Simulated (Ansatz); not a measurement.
# Dielectric response of KI (001) films

Aim: the electronic and static ε of rocksalt KI (001) from films of three thicknesses in a field.

Calculated with Ansatz 0.2.0; plane-wave DFT, PBE, Ansatz PAW, in the first sound run; inputs show where later runs differ.

Report form: inputs, costs, results and the conclusion, without the logs.

### 1. Set-up

The cell holds 6 atoms: 3 K and 3 I. Its edges and angles: a = 4.999 Å, b = 4.999 Å, c = 25.070 Å, α = 90.0°, β = 90.0°, γ = 90.0°. It derives from KI (rocksalt KI). Vacuum lies along c.

As a file:

```cif
data_structure
_symmetry_space_group_name_H-M 'P 1'
_symmetry_Int_Tables_number 1
_cell_length_a 4.9992
_cell_length_b 4.9992
_cell_length_c 25.0700
_cell_angle_alpha 90.000
_cell_angle_beta 90.000
_cell_angle_gamma 90.000
_cell_volume 626.56
loop_
_atom_site_label
_atom_site_type_symbol
_atom_site_fract_x
_atom_site_fract_y
_atom_site_fract_z
_atom_site_occupancy
K1 K 0.50000 0.50000 0.35899 1
I2 I 0.00000 0.00000 0.35899 1
K3 K 0.00000 0.00000 0.50000 1
I4 I 0.50000 0.50000 0.50000 1
K5 K 0.50000 0.50000 0.64101 1
I6 I 0.00000 0.00000 0.64101 1
```

### 2. Relaxing the film, 6 atoms, units 3

The structure is relaxed first, because levels and dipoles at a surface follow the positions of the outer atoms.

The input, input.yaml:

```yaml
crystal:
  lattice:
    - [4.99924494, 0.0, 0.0]
    - [0.0, 4.99924494, 0.0]
    - [0.0, 0.0, 25.07]
  atoms:
    - { symbol: K, position: [0.5, 0.5, 0.3589948145] }
    - { symbol: I, position: [0.0, 0.0, 0.3589948145] }
    - { symbol: K, position: [0.0, 0.0, 0.5] }
    - { symbol: I, position: [0.5, 0.5, 0.5] }
    - { symbol: K, position: [0.5, 0.5, 0.6410051855] }
    - { symbol: I, position: [0.0, 0.0, 0.6410051855] }
kpoints:
  mp_grid: { grid: [6, 6, 1] }
hamiltonian:
  xc: pbe
scf:
  occupations: { method: fixed }
  convergence: { dr2_threshold: 1.0e-09 }
efield:
  axis: 3
  dipole_correction: true
  ramp_position: 0.97
  ramp_width: 0.06
relax:
  f_tol: 0.003
  max_steps: 100
output:
  write_potential: true
  write_density: true
  volumetric_format: npy
```

Run with:

```
ansatz run input.yaml --threads 4 --pin off --max-ram 12288MiB --backend cpu --events-out ev --progress --plain --runs-dir out
```

Wall time 24 s (4 threads of Arm Neoverse V1, shared host); peak memory 1 GiB.

Relaxation path:

```
step  energy less that of the first step (eV)  largest force component (eV/Å)
   1                                   0.0000                          0.1117
   2                                  -0.0085                          0.0511
   3                                  -0.0111                          0.0049
   4                                  -0.0111                          0.0003
```

The run keeps the 8 symmetry operations that the program found, so distortions that break them were not tested.

The atoms that moved most (Å):

```
atom     dx     dy      dz  length
  I2  0.000  0.000  -0.105   0.105
  I6  0.000  0.000   0.105   0.105
```

Final coordinates:

```cif
data_structure
_symmetry_space_group_name_H-M 'P 1'
_symmetry_Int_Tables_number 1
_cell_length_a 4.9992
_cell_length_b 4.9992
_cell_length_c 25.0700
_cell_angle_alpha 90.000
_cell_angle_beta 90.000
_cell_angle_gamma 90.000
_cell_volume 626.56
loop_
_atom_site_label
_atom_site_type_symbol
_atom_site_fract_x
_atom_site_fract_y
_atom_site_fract_z
_atom_site_occupancy
K1 K 0.50000 0.50000 0.35880 1
I2 I 0.00000 0.00000 0.35480 1
K3 K 0.00000 0.00000 0.50000 1
I4 I 0.50000 0.50000 0.50000 1
K5 K 0.50000 0.50000 0.64120 1
I6 I 0.00000 0.00000 0.64520 1
```

Numbers from this step:

* gap on the k-mesh: 3.980 eV
* dipole along the normal: -2.93e-7 e·Å
* ionisation energy, upper face: 5.720 eV
* electron affinity, upper face: 1.740 eV

Running mean over 3.535 Å of the planar mean; the ramp of the sawtooth is left out. Table of electron's electrostatic potential energy less the highest filled level by z:

z (Å), electron's electrostatic potential energy less the highest filled level (eV) and a bar from the least value:
```
        4       5.72 ##############################
        5       5.71 ##############################
        6       5.54 #############################
        7       4.08 ##################
        8       2.02 ###
        9       1.64 
       10       1.71 #
       11       1.72 #
       12       1.62 
       13       1.61 
       14       1.72 #
       15       1.72 #
       16       1.64 
       17       1.94 ##
       18       3.92 #################
       19       5.50 ############################
       20       5.71 ##############################
       21       5.72 ##############################
       22       5.72 ##############################
```

The relaxation took 4 steps and lowered the energy by 0.011 eV; the largest force on the free atoms ends at 3.1e-4 eV/Å.

The gap is 3.98 eV, with the valence edge 5.72 eV and the conduction edge 1.74 eV under the upper vacuum level.

### 3. The relaxed film, single point, 6 atoms, units 3

The film was relaxed beforehand; a single point on the relaxed positions gives its levels and potential.

input.yaml, the sections that differ from step 2:

```yaml
crystal:
  lattice:
    - [4.99924494, 0.0, 0.0]
    - [0.0, 4.99924494, 0.0]
    - [0.0, 0.0, 25.07]
  atoms:
    - { symbol: K, position: [0.5, 0.5, 0.3587986656] }
    - { symbol: I, position: [0.0, 0.0, 0.3547982303] }
    - { symbol: K, position: [0.0, 0.0, 0.4999999968] }
    - { symbol: I, position: [0.5, 0.5, 0.5000000137] }
    - { symbol: K, position: [0.5, 0.5, 0.6412013276] }
    - { symbol: I, position: [0.0, 0.0, 0.645201766] }
output:
  eigenvalues: true
  write_potential: true
  write_density: true
  volumetric_format: npy
# kpoints, hamiltonian, scf, efield: as in step 2
# relax: removed
```

Wall time 9.5 s (4 threads); peak memory 1.1 GiB.

Read from the output:

```
dipole along the normal : -4.37e-6 e·Å
```

Running mean over 3.535 Å of the planar mean; the ramp of the sawtooth is left out. The electron's electrostatic potential energy less the highest filled level by z:

z (Å), electron's electrostatic potential energy less the highest filled level (eV) and a bar from the least value:
```
        4       5.72 ##############################
        5       5.71 ##############################
        6       5.54 #############################
        7       4.08 ##################
        8       2.02 ###
        9       1.64 
       10       1.71 #
       11       1.72 #
       12       1.62 
       13       1.61 
       14       1.72 #
       15       1.72 #
       16       1.64 
       17       1.94 ##
       18       3.92 #################
       19       5.50 ############################
       20       5.71 ##############################
       21       5.72 ##############################
       22       5.72 ##############################
```

The gap is 3.98 eV, with the valence edge 5.72 eV and the conduction edge 1.74 eV under the upper vacuum level.

### 4. Single point, 6 atoms, units 3, field 0.05 V/Å

A sawtooth potential applies the field, turning back in the middle of the vacuum. With the dipole correction the typed value is the field outside the slab. The induced dipole is small, so the SCF threshold is tight.

Edit input.yaml of step 3 so:

```diff
@@ -18,3 +18,3 @@
   occupations: { method: fixed }
-  convergence: { dr2_threshold: 1.0e-09 }
+  convergence: { dr2_threshold: 1.0e-10 }
 efield:
@@ -24,4 +24,4 @@
   ramp_width: 0.06
+  amplitude: 0.05
 output:
-  eigenvalues: true
   write_potential: true
```

It took 11 s on 4 threads; peak memory 1.1 GiB.

Numbers from this step:

| Property | Result |
| --- | --- |
| gap on the k-mesh | 3.932 eV |
| dipole along the normal | 0.04989 e·Å |

The dipole is 0.0499 e·Å, and the gap on the mesh 3.932 eV.

### 5. Single point, 6 atoms, units 3, field -0.05 V/Å

Edit input.yaml of step 4 so:

```diff
@@ -24,3 +24,3 @@
   ramp_width: 0.06
-  amplitude: 0.05
+  amplitude: -0.05
 output:
```

It took 11 s on 4 threads; peak memory 1.1 GiB; 41 s of CPU time.

The dipole is -0.0499 e·Å, and the gap on the mesh 3.932 eV.

### 6. Response with the atoms held, 6 atoms, units 3

This step: plane-wave DFT, PBE, Ansatz PAW; response to a field along the normal, atoms held (Ansatz 0.2.0).

The two fields give this film's response with the atoms held: the electronic part.

This step gave:

```yaml
equivalent_conductor_thickness_p_eps_0ae: 7.224 Å
distance_between_the_outer_atoms: 7.280 Å
thickness: 10.61 Å
```

Local field over the applied field, running mean. From the potentials at -0.05 and 0.05 V/Å; running mean over 3.535 Å, taken twice. Table of local field over applied field by z:

```csv
z (Å),local field over applied field
4.0,0.943
4.5,0.973
5.0,0.944
5.5,0.899
6.0,0.838
6.5,0.762
7.0,0.677
7.5,0.592
8.0,0.513
8.5,0.448
9.0,0.400
9.5,0.369
10.0,0.353
10.5,0.348
11.0,0.348
11.5,0.350
12.0,0.351
12.5,0.351
13.0,0.351
13.5,0.350
14.0,0.348
14.5,0.348
15.0,0.352
15.5,0.366
16.0,0.394
16.5,0.440
17.0,0.503
17.5,0.580
18.0,0.665
18.5,0.750
19.0,0.828
19.5,0.892
20.0,0.939
20.5,0.970
21.0,0.959
```

Electrons, planar mean, per unit field. Induced electron density against z:

```
z (Å)  induced electron density (e/Å³ per V/Å)
  4.0                                   5.4e-6
  4.5                                   1.6e-5
  5.0                                   4.7e-5
  5.5                                   1.3e-4
  6.0                                   3.3e-4
  6.5                                   7.9e-4
  7.0                                  0.00168
  7.5                                  0.00278
  8.0                                  0.00265
  8.5                                  0.00133
  9.0                                  -2.9e-4
  9.5                                 -0.00153
 10.0                                 -0.00243
 10.5                                 -0.00105
 11.0                                  0.00101
 11.5                                  0.00229
 12.0                                  0.00160
 12.5                                   1.3e-4
 13.0                                 -0.00144
 13.5                                 -0.00233
 14.0                                 -0.00127
 14.5                                   7.7e-4
 15.0                                  0.00234
 15.5                                  0.00176
 16.0                                   5.2e-4
 16.5                                 -0.00120
 17.0                                 -0.00246
 17.5                                 -0.00288
 18.0                                 -0.00184
 18.5                                  -8.9e-4
 19.0                                  -3.8e-4
 19.5                                  -1.5e-4
 20.0                                  -5.5e-5
 20.5                                  -1.9e-5
 21.0                                  -6.3e-6
```

By hand: between -0.05 and 0.05 V/Å the dipole changes by 0.09978 e·Å, a slope of 0.9978 e·Å²/V. A perfect conductor of thickness t has p = ε₀AEt, so t = 180.95 × 0.9978 / 24.992 = 7.22 Å (e/ε₀ = 180.95 V·Å, A in Å²).

The induced dipole is that of a conductor 7.22 Å thick.

### 7. Relaxing in the field, 6 atoms, field 0.05 V/Å

This step: plane-wave DFT, PBE, Ansatz PAW (Ansatz 0.2.0).

Now the atoms may follow the field. A weak field makes forces of meV/Å to tens of meV/Å, so the force tolerance is set well below the usual one.

Edit input.yaml of step 5 so:

```diff
@@ -24,3 +24,6 @@
   ramp_width: 0.06
-  amplitude: -0.05
+  amplitude: 0.05
+relax:
+  f_tol: 0.0006
+  max_steps: 70
 output:
```

It took 24 s on 4 threads; peak memory 1 GiB; 95 s of CPU time.

The steps of the relaxation:

```
step  energy less that of the first step (eV)  largest force component (eV/Å)
   1                                   0.0000                          0.0202
   2                                  -0.0004                          0.0109
   3                                  -0.0005                          0.0008
   4                                  -0.0005                          0.0003
```

Forces are held to the 8 operations that the program found; a distortion that breaks them can't arise in this run.

The atoms that moved most (Å):

```
atom     dx     dy      dz  length
  I2  0.000  0.000  -0.014   0.014
  K5  0.000  0.000   0.012   0.012
  I6  0.000  0.000  -0.012   0.012
  K1  0.000  0.000   0.011   0.011
```

The relaxed structure:

```xyz
6
Lattice="4.9992 0.0000 0.0000 0.0000 4.9992 0.0000 0.0000 0.0000 25.0700" Properties=species:S:1:pos:R:3
K     2.4996    2.4996    9.0060
I     0.0000    0.0000    8.8812
K     0.0000    0.0000   12.5379
I     2.4996    2.4996   12.5345
K     2.4996    2.4996   16.0872
I     0.0000    0.0000   16.1633
```

This step gave:

```yaml
gap_on_the_k_mesh: 3.971 eV
dipole_along_the_normal: 0.07034 e·Å
```

The relaxation took 4 steps and lowered the energy by 5.1e-4 eV; the largest force on the free atoms ends at 2.6e-4 eV/Å.

The dipole is 0.0703 e·Å, and the gap on the mesh 3.971 eV.

### 8. Relaxing in the field, 6 atoms, field -0.05 V/Å

The opposite sign, again from the field-free geometry; the difference of the two cancels what relaxes without a field.

Edit input.yaml of step 7 so:

```diff
@@ -24,3 +24,3 @@
   ramp_width: 0.06
-  amplitude: 0.05
+  amplitude: -0.05
 relax:
```

Wall time 24 s (4 threads); peak memory 1 GiB.

Step by step:

| step | energy less that of the first step (eV) | largest force component (eV/Å) |
| --- | --- | --- |
| 1 | 0.0000 | 0.0202 |
| 2 | -0.0004 | 0.0109 |
| 3 | -0.0005 | 0.0008 |
| 4 | -0.0005 | 0.0003 |

The run keeps the 8 symmetry operations that the program found, so distortions that break them were not tested.

The atoms that moved most (Å):

| atom | dx | dy | dz | length |
| --- | --- | --- | --- | --- |
| I6 | 0.000 | 0.000 | 0.014 | 0.014 |
| K1 | 0.000 | 0.000 | -0.012 | 0.012 |
| I2 | 0.000 | 0.000 | 0.012 | 0.012 |
| K5 | 0.000 | 0.000 | -0.011 | 0.011 |

Final coordinates:

```cif
data_structure
_symmetry_space_group_name_H-M 'P 1'
_symmetry_Int_Tables_number 1
_cell_length_a 4.9992
_cell_length_b 4.9992
_cell_length_c 25.0700
_cell_angle_alpha 90.000
_cell_angle_beta 90.000
_cell_angle_gamma 90.000
_cell_volume 626.56
loop_
_atom_site_label
_atom_site_type_symbol
_atom_site_fract_x
_atom_site_fract_y
_atom_site_fract_z
_atom_site_occupancy
K1 K 0.50000 0.50000 0.35831 1
I2 I 0.00000 0.00000 0.35527 1
K3 K 0.00000 0.00000 0.49989 1
I4 I 0.50000 0.50000 0.50002 1
K5 K 0.50000 0.50000 0.64077 1
I6 I 0.00000 0.00000 0.64575 1
```

The relaxation took 4 steps and lowered the energy by 5.1e-4 eV; the largest force on the free atoms ends at 2.6e-4 eV/Å.

The dipole is -0.0703 e·Å, and the gap on the mesh 3.971 eV.

### 9. Response with the atoms relaxed, 6 atoms, units 3

This step: plane-wave DFT, PBE, Ansatz PAW; response to a field along the normal, atoms relaxed (Ansatz 0.2.0).

The two relaxed runs give the static response.

This step gave:

- equivalent conductor thickness p/(ε₀AE): 10.18 Å
- distance between the outer atoms: 7.282 Å

Local field over the applied field, running mean. From the potentials at -0.05 and 0.05 V/Å; running mean over 3.535 Å, taken twice. The local field over applied field by z:

```csv
z (Å),local field over applied field
5,0.898
6,0.737
7,0.506
8,0.315
9,0.0986
10,0.0973
11,0.139
12,0.145
13,0.154
14,0.142
15,0.0953
16,0.0948
17,0.309
18,0.488
19,0.720
20,0.897
21,0.949
```

The induced dipole is that of a conductor 10.18 Å thick.

### 10. Relaxing the film, 10 atoms, units 5

This step: plane-wave DFT, PBE, Ansatz PAW (Ansatz 0.2.0).

System of this step: KI (001), 5 units. The cell holds 10 atoms: 5 K and 5 I. Its edges and angles: a = 4.999 Å, b = 4.999 Å, c = 32.140 Å, α = 90.0°, β = 90.0°, γ = 90.0°. It derives from KI (rocksalt KI). Vacuum lies along c.

The next thickness, treated alike, so that differences show the interior and the faces cancel.

The input, input.yaml:

```yaml
crystal:
  lattice:
    - [4.99924494, 0.0, 0.0]
    - [0.0, 4.99924494, 0.0]
    - [0.0, 0.0, 32.14]
  atoms:
    - { symbol: K, position: [0.5, 0.5, 0.2800248911] }
    - { symbol: I, position: [0.0, 0.0, 0.2800248911] }
    - { symbol: K, position: [0.0, 0.0, 0.3900124456] }
    - { symbol: I, position: [0.5, 0.5, 0.3900124456] }
    - { symbol: K, position: [0.5, 0.5, 0.5] }
    - { symbol: I, position: [0.0, 0.0, 0.5] }
    - { symbol: K, position: [0.0, 0.0, 0.6099875544] }
    - { symbol: I, position: [0.5, 0.5, 0.6099875544] }
    - { symbol: K, position: [0.5, 0.5, 0.7199751089] }
    - { symbol: I, position: [0.0, 0.0, 0.7199751089] }
kpoints:
  mp_grid: { grid: [6, 6, 1] }
hamiltonian:
  xc: pbe
scf:
  occupations: { method: fixed }
  convergence: { dr2_threshold: 1.0e-09 }
efield:
  axis: 3
  dipole_correction: true
  ramp_position: 0.97
  ramp_width: 0.06
relax:
  f_tol: 0.003
  max_steps: 100
output:
  write_potential: true
  write_density: true
  volumetric_format: npy
```

Run time: 58 s. Hardware: 4 threads; peak memory 1.6 GiB; 3.8 min of CPU time.

Relaxation path:

| step | energy less that of the first step (eV) | largest force component (eV/Å) |
| --- | --- | --- |
| 1 | 0.0000 | 0.1106 |
| 2 | -0.0137 | 0.0493 |
| 3 | -0.0186 | 0.0037 |
| 4 | -0.0186 | 0.0016 |

Forces are held to the 8 operations that the program found; a distortion that breaks them can't arise in this run.

The atoms that moved most (Å):

```
atom     dx     dy      dz  length
 I10  0.000  0.000   0.187   0.187
  I2  0.000  0.000  -0.187   0.187
  K7  0.000  0.000   0.098   0.098
  K3  0.000  0.000  -0.098   0.098
  K9  0.000  0.000   0.069   0.069
  K1  0.000  0.000  -0.069   0.069
  I4  0.000  0.000  -0.058   0.058
  I8  0.000  0.000   0.058   0.058
```

The relaxation took 4 steps and lowered the energy by 0.019 eV; the largest force on the free atoms ends at 0.0016 eV/Å.

The gap is 3.96 eV, with the valence edge 5.74 eV and the conduction edge 1.78 eV under the upper vacuum level.

### 11. Single point on the relaxed film, 10 atoms, units 5

input.yaml, the sections that differ from step 10:

```yaml
crystal:
  lattice:
    - [4.99924494, 0.0, 0.0]
    - [0.0, 4.99924494, 0.0]
    - [0.0, 0.0, 32.14]
  atoms:
    - { symbol: K, position: [0.5, 0.5, 0.277875338] }
    - { symbol: I, position: [0.0, 0.0, 0.274214979] }
    - { symbol: K, position: [0.0, 0.0, 0.3869664942] }
    - { symbol: I, position: [0.5, 0.5, 0.388203052] }
    - { symbol: K, position: [0.5, 0.5, 0.5000000174] }
    - { symbol: I, position: [0.0, 0.0, 0.4999999826] }
    - { symbol: K, position: [0.0, 0.0, 0.6130335216] }
    - { symbol: I, position: [0.5, 0.5, 0.6117969155] }
    - { symbol: K, position: [0.5, 0.5, 0.7221246748] }
    - { symbol: I, position: [0.0, 0.0, 0.7257850248] }
output:
  eigenvalues: true
  write_potential: true
  write_density: true
  volumetric_format: npy
  elf: true
# kpoints, hamiltonian, scf, efield: as in step 10
# relax: removed
```

Run time: 23 s. Hardware: 4 threads; peak memory 1.8 GiB.

The gap is 3.96 eV, with the valence edge 5.74 eV and the conduction edge 1.78 eV under the upper vacuum level.

### 12. Atoms held, 10 atoms, units 5, field 0.05 V/Å

Edit input.yaml of step 11 so:

```diff
@@ -22,3 +22,3 @@
   occupations: { method: fixed }
-  convergence: { dr2_threshold: 1.0e-09 }
+  convergence: { dr2_threshold: 1.0e-10 }
 efield:
@@ -28,4 +28,4 @@
   ramp_width: 0.06
+  amplitude: 0.05
 output:
-  eigenvalues: true
   write_potential: true
@@ -33,2 +33 @@
   volumetric_format: npy
-  elf: true
```

Wall time 26 s (4 threads); peak memory 1.7 GiB.

The dipole is 0.0821 e·Å, and the gap on the mesh 3.824 eV.

### 13. Single point, 10 atoms, units 5, field -0.05 V/Å

Edit input.yaml of step 12 so:

```diff
@@ -28,3 +28,3 @@
   ramp_width: 0.06
-  amplitude: 0.05
+  amplitude: -0.05
 output:
```

Run time: 26 s. Hardware: 4 threads; peak memory 1.7 GiB; 1.7 min of CPU time.

The dipole is -0.0821 e·Å, and the gap on the mesh 3.824 eV.

[end of part 1 of 3]

[Long decimals in the printed logs are rounded to 6 places.]

[Logs are printed without paths, hosts, clocks, repeated set-up lines and the standing remarks that a program may print on its own settings, such as how far it seeks lower states.]

[Hosts, paths, dates, database ids (printed as entryN), source tags and the programs' standing remarks are cut or masked in the printed files.]

[Maps of the electrostatic potential energy from Ansatz leave out the sawtooth potential of an applied field or a dipole correction, so their vacuum need not be flat; planar profiles and work functions include it.]
